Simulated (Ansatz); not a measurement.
Planning a GW calculation on Bi2Te3 (Tellurobismuthite).

```cif
data_structure
_symmetry_space_group_name_H-M 'P 1'
_symmetry_Int_Tables_number 1
_cell_length_a 10.4763
_cell_length_b 10.4763
_cell_length_c 10.4763
_cell_angle_alpha 24.166
_cell_angle_beta 24.166
_cell_angle_gamma 24.166
_cell_volume 169.36
loop_
_atom_site_label
_atom_site_type_symbol
_atom_site_fract_x
_atom_site_fract_y
_atom_site_fract_z
_atom_site_occupancy
Bi1 Bi 0.40000 0.40000 0.40000 1
Bi2 Bi 0.60000 0.60000 0.60000 1
Te3 Te 0.00000 0.00000 0.00000 1
Te4 Te 0.20950 0.20950 0.20950 1
Te5 Te 0.79050 0.79050 0.79050 1
```

The cell and positions come from the Crystallography Open Database and are kept as given unless a step says otherwise. Spin-orbit coupling is left out unless a run names it.

Runs so far (Ansatz 0.2.0, start PBE, PAW set soft_1 files, 4×4×4 mesh). Times are wall times on 1 × NVIDIA H100 80GB HBM3 (shared by 6 runs) with 2 threads of AMD EPYC 7R13 (Zen 3), shared host, good to a factor of about two.

```
bands summed  cutoff (eV)  gap on the mesh (eV)     time
         174           50                 0.405     34 s
         423          100                 0.477     56 s
         745          150                 0.501  1.7 min
        1293          220                 0.519  3.6 min
```

**Question.** What should the next rung give, with 2037 bands and screening to 300 eV, and where is the limit?

The error falls about as one over the bands when the cutoff rises with them. A line through the two highest rungs given predicts 0.527 eV; the run gave 0.522 eV, a miss of 0.005 eV, so the law fails here: the steps don't follow it yet. The two highest rungs put the limit near 0.528 eV, the pair below near 0.543 eV; neither can be trusted until a further rung is run.

Gaps are over the mesh's points; an edge off the mesh would be missed. Limits: not at the basis limit; model gap, bands may invert with spin-orbit coupling; mesh may overstate the screening; no spin-orbit coupling.

[Paths, hosts, dates, memory and timing lines, banners, echoed tables and standing remarks are left out of the program output.]

[Logs are printed without paths, hosts, clocks, repeated set-up lines and the standing remarks that a program may print on its own settings, such as how far it seeks lower states.]

[Runs of the session that timed out or met a known fault of the program may be left out.]

[Cells called generated may have been cut or substituted from an entry of the Crystallography Open Database or the Materials Project.]

[Hosts, paths, dates, database ids (printed as entryN), source tags and the programs' standing remarks are cut or masked in the printed files.]
